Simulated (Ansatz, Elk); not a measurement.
# How far do independent atoms describe SnH?

The structure of SnH used here is made up (a known structure type with other elements) and was relaxed beforehand with PBE. The aim is the Fourier transform of its all-electron density, F(hkl), set beside the sum over free spherical atoms that refinements use.

Program: Elk 11.2.3 (patched build). Level of theory: DFT, PBE, all-electron APW+lo, Dirac cores, scalar-relativistic bands, static density, no spin. Results are calculated unless marked as measured.

This account leaves out most program logs.

The structure was built from a prototype and need not be the compound's stable phase.

### Step 1. Set-up

Symmetry: I-4m2, No. 119, tetragonal system. The conventional cell has a = 3.404 Å, b = 3.404 Å, c = 5.906 Å, α = 90.00°, β = 90.00°, γ = 90.00°. Nearest to Sn lie 4 H at 2.25 Å. H has 4 Sn at 2.25 Å nearest. Farther neighbours are not listed.

Structure file:

```cif
data_structure
_symmetry_space_group_name_H-M 'P 1'
_symmetry_Int_Tables_number 1
_cell_length_a 3.8099
_cell_length_b 3.8099
_cell_length_c 3.8099
_cell_angle_alpha 126.925
_cell_angle_beta 126.925
_cell_angle_gamma 78.374
_cell_volume 34.23
loop_
_atom_site_label
_atom_site_type_symbol
_atom_site_fract_x
_atom_site_fract_y
_atom_site_fract_z
_atom_site_occupancy
Sn1 Sn 0.00000 0.00000 0.00000 1
H2 H 0.75000 0.25000 0.50000 1
```

### Step 2. Ground state and structure factors

An all-electron density is needed, since X-rays see the cores too. Task 0 finds the density and task 195 Fourier-transforms it; tshift is off so that phases refer to the origin typed.

elk.in

```
tasks
  0
  195

xctype
  20

spinpol
  .false.

rgkmax
  7.0

gmaxvr
  14.0

lmaxo
  7

lmaxapw
  8

swidth
  0.002

tshift
  .false.

ramdisk
  .false.

hmaxvr
  5.5

maxscl
  120

epspot
  1e-06

sppath
  './'

avec
  -3.21675219039 3.21675219039 5.58043793848
  3.21675219039 -3.21675219039 5.58043793848
  3.21675219039 3.21675219039 -5.58043793848

atoms
  2
  'Sn.in'
  1
  0.0000000000 0.0000000000 0.0000000000   0.000000 0.000000 0.000000
  'H.in'
  1
  0.7500000000 0.2500000000 0.5000000000   0.000000 0.000000 0.000000

ngridk
  9 9 9
```

Command:

```sh
$ OMP_NUM_THREADS=4 elk
```

It took 14 s on 4 threads of Intel Xeon 6975P-C (Granite Rapids), shared host; peak memory 0.17 GiB; 46 s of CPU time.

SFACRHO.OUT:

```text

h k l indices transformed by vhmat matrix:
   1.000000000       0.000000000       0.000000000    
   0.000000000       1.000000000       0.000000000    
   0.000000000       0.000000000       1.000000000    

      h      k      l  multipl.   |H|            Re(F)            Im(F)           |F|

      0      0      0      1   0.0000000       51.000000     -0.23630815E-16   51.000000    
      1      1     -1      2   1.1259305       41.463284      0.10771115E-15   41.463284    
      0     -1      0      4   1.1272736       42.106165     -0.65667706       42.111286    
     -1      0      0      4   1.1272736       42.106165      0.65667706       42.111286    
      0      0      1      4   1.3811704       39.236353      0.50530554E-16   39.236353    
     -2      0      1      8   1.7819515       36.809059      0.55854637E-16   36.809059    
      2      1     -2      4   1.9509446       35.122876     -0.27702633       35.123968    
     -1     -2      1      4   1.9509446       35.122876      0.27702633       35.123968    
     -1      1      1      4   1.9532699       35.410126     -0.22378689E-16   35.410126    
     -2     -2      2      2   2.2518610       33.033579      0.11624189E-15   33.033579    
      0     -2      2      4   2.2545472       32.634313      0.15699335E-01   32.634317    
      2      0      0      4   2.2545472       32.634313     -0.15699335E-01   32.634317    
      1      0     -2      8   2.2552182       32.810372     -0.20360395       32.811004    
      2     -1      0      8   2.2552182       32.810372      0.20360395       32.811004    
     -2     -2      1      8   2.6416869       29.994583     -0.11479778E-15   29.994583    
      3      0     -1      8   2.7606970       29.369059     -0.12046683       29.369306    
      0     -3      2      8   2.7606970       29.369059      0.12046683       29.369306    
     -2      2      0      4   2.7623408       29.467069      0.18065800E-16   29.467069
```

Elk indexes on the primitive cell of elk.in and gives |H| = 4π sin θ/λ in inverse bohr. Below, one row stands for each form hkl of the conventional cell (m members, Friedel mates merged), F is for one primitive cell and the density is static (no thermal factor). Free-atom factors are Waasmaier and Kirfel's, and R is Σm||F|−|F'||/Σm|F|.

| hkl | m | sin θ/λ (Å⁻¹) | abs F, DFT | neutral atoms | diff. | abs of complex diff. |
| --- | --- | --- | --- | --- | --- | --- |
| 002 | 2 | 0.169 | 41.463 | 41.555 | -0.092 | 0.092 |
| 101 | 8 | 0.170 | 42.111 | 42.123 | -0.012 | 0.082 |
| 110 | 4 | 0.208 | 39.236 | 39.396 | -0.160 | 0.160 |
| 112 | 8 | 0.268 | 36.809 | 36.791 | +0.019 | 0.019 |
| 103 | 8 | 0.293 | 35.124 | 35.135 | -0.011 | 0.018 |
| 200 | 4 | 0.294 | 35.410 | 35.378 | +0.032 | 0.032 |
| 004 | 2 | 0.339 | 33.034 | 33.050 | -0.016 | 0.016 |
| 202 | 8 | 0.339 | 32.634 | 32.642 | -0.008 | 0.017 |
| 211 | 16 | 0.339 | 32.811 | 32.831 | -0.020 | 0.023 |
| 114 | 8 | 0.397 | 29.995 | 30.004 | -0.010 | 0.010 |
| 213 | 16 | 0.415 | 29.369 | 29.363 | +0.006 | 0.007 |
| 220 | 4 | 0.415 | 29.467 | 29.470 | -0.003 | 0.003 |
| 105 | 8 | 0.448 | 28.021 | 28.014 | +0.007 | 0.008 |
| 204 | 8 | 0.448 | 28.112 | 28.101 | +0.011 | 0.015 |
| 222 | 8 | 0.449 | 27.904 | 27.896 | +0.007 | 0.007 |
| 301 | 8 | 0.449 | 28.006 | 27.990 | +0.016 | 0.016 |
| 310 | 8 | 0.464 | 27.303 | 27.291 | +0.012 | 0.012 |
| 312 | 16 | 0.494 | 26.386 | 26.356 | +0.029 | 0.029 |
| 006 | 2 | 0.508 | 25.773 | 25.745 | +0.027 | 0.027 |
| 303 | 8 | 0.509 | 25.817 | 25.792 | +0.025 | 0.026 |
| 215 | 16 | 0.536 | 24.936 | 24.905 | +0.031 | 0.032 |
| 224 | 8 | 0.536 | 24.994 | 24.956 | +0.038 | 0.038 |

### Step 3. The highest occupied states alone

An energy window below the Fermi level keeps the highest occupied states, to see at which angles they scatter; shallow core shells can lie inside it and anion s states outside. No new self-consistency is needed.

elk.in: that of step 2 with these lines changed.

```diff
@@ -1,3 +1,2 @@
 tasks
-  0
   195
@@ -40,2 +39,5 @@
 
+wsfac
+  -0.168210 0.499290
+
 sppath
```

Command:

```sh
$ OMP_NUM_THREADS=4 elk
```

Wall time 1.4 s (4 threads); peak memory 0.17 GiB.

States within 10 eV below the Fermi level hold 4.81 electrons; any levels below the window count with the cores, and a count that is not whole means the window cuts a band. Their amplitudes can exceed the total, where window and core parts have opposite phase:

| hkl | sin θ/λ (Å⁻¹) | abs F, window | abs F, all |
| --- | --- | --- | --- |
| 002 | 0.169 | 0.097 | 41.463 |
| 101 | 0.170 | 0.824 | 42.111 |
| 110 | 0.208 | 0.447 | 39.236 |
| 112 | 0.268 | 0.235 | 36.809 |
| 103 | 0.293 | 0.292 | 35.124 |
| 200 | 0.294 | 0.187 | 35.410 |
| 004 | 0.339 | 0.109 | 33.034 |
| 202 | 0.339 | 0.261 | 32.634 |
| 211 | 0.339 | 0.216 | 32.811 |
| 114 | 0.397 | 0.140 | 29.995 |

### Step 4. Another functional

The difference from free atoms is small, so it is set against the change that PBEsol makes.

elk.in: that of step 3 with these lines changed.

```diff
@@ -1,2 +1,3 @@
 tasks
+  0
   195
@@ -4,3 +5,3 @@
 xctype
-  20
+  22
 
@@ -39,5 +40,2 @@
 
-wsfac
-  -0.168210 0.499290
-
 sppath
```

Command:

```sh
$ OMP_NUM_THREADS=4 elk
```

It took 15 s on 4 threads; peak memory 0.17 GiB; 48 s of CPU time.

Against the first run R = 0.01 %; the largest change is -0.023 at 112.

### Step 5. A coarser k-mesh

About half the k-points along each axis test the sampling.

elk.in: that of step 4 with these lines changed.

```diff
@@ -5,3 +5,3 @@
 xctype
-  22
+  20
 
@@ -58,2 +58,2 @@
 ngridk
-  9 9 9
+  4 4 4
```

Command:

```sh
$ OMP_NUM_THREADS=4 elk
```

Elapsed: 5.4 s, on 4 threads; peak memory 0.17 GiB; 12 s of CPU time.

Against the first run R = 0.00 %; the largest change is -0.017 at 002.

### Step 6. Basis size

A smaller basis shows how fast F responds to it; the change is likely larger than the basis error of the first run, but doesn't show convergence.

elk.in: that of step 5 with these lines changed.

```diff
@@ -11,3 +11,3 @@
 rgkmax
-  7.0
+  5.5
 
@@ -58,2 +58,2 @@
 ngridk
-  4 4 4
+  9 9 9
```

Command:

```sh
$ OMP_NUM_THREADS=4 elk
```

The job ended after 9.8 s (4 threads; peak memory 0.17 GiB; 30 s of CPU time).

Against the first run R = 0.00 %; the largest change is +0.007 at 114.

### Step 7. Settings against the effect

| run | R against the first run (%) | R against neutral atoms, low angle (%) | wall time |
| --- | --- | --- | --- |
| PBE, rgkmax 7 | 0.00 | 0.10 | 14 s |
| PBEsol | 0.01 | 0.09 | 15 s |
| k-mesh 4×4×4 | 0.00 | 0.10 | 5.4 s |
| rgkmax 5.5 | 0.00 | 0.10 | 9.8 s |

### Step 8. Summary of results

```json
{
  "R against neutral atoms, sin θ/λ < 0.3 Å⁻¹": "0.10 %",
  "R against neutral atoms, 0.3 to 0.82 Å⁻¹": "0.10 %"
}
```

**Reading.** Independent neutral atoms miss the calculated amplitudes by R = 0.10 % below 0.3 Å⁻¹ and 0.10 % from there to 0.82 Å⁻¹; by shells, 0.10 % 0.15 to 0.3 (6 forms), 0.04 % 0.3 to 0.45 (10 forms), 0.12 % above 0.45 (47 forms). Bonding, aspherical density and the tables' own atoms all enter these figures, and the runs don't part them. The largest change of an amplitude is -0.16 electrons, at 110. R counts amplitudes alone; phases shift too. The window's part falls from 4.8 electrons at the origin to at most 0.14 between 0.45 and 0.82 Å⁻¹. Below 0.3 Å⁻¹ the changes that finished (PBEsol, k-mesh 4×4×4 and rgkmax 5.5) move F by R = 0.04 % at most, against the 0.10 % that separates it from free atoms, so the difference from free atoms is only partly resolved. Part of the difference isn't bonding: the tables are fits to free atoms and ions calculated by other methods than this functional. Thermal motion, anomalous dispersion and extinction are left out.

[Logs are printed without paths, hosts, clocks, repeated set-up lines and the standing remarks that a program may print on its own settings, such as how far it seeks lower states.]

[Hosts, paths, dates, database ids (printed as entryN), source tags and the programs' standing remarks are cut or masked in the printed files.]
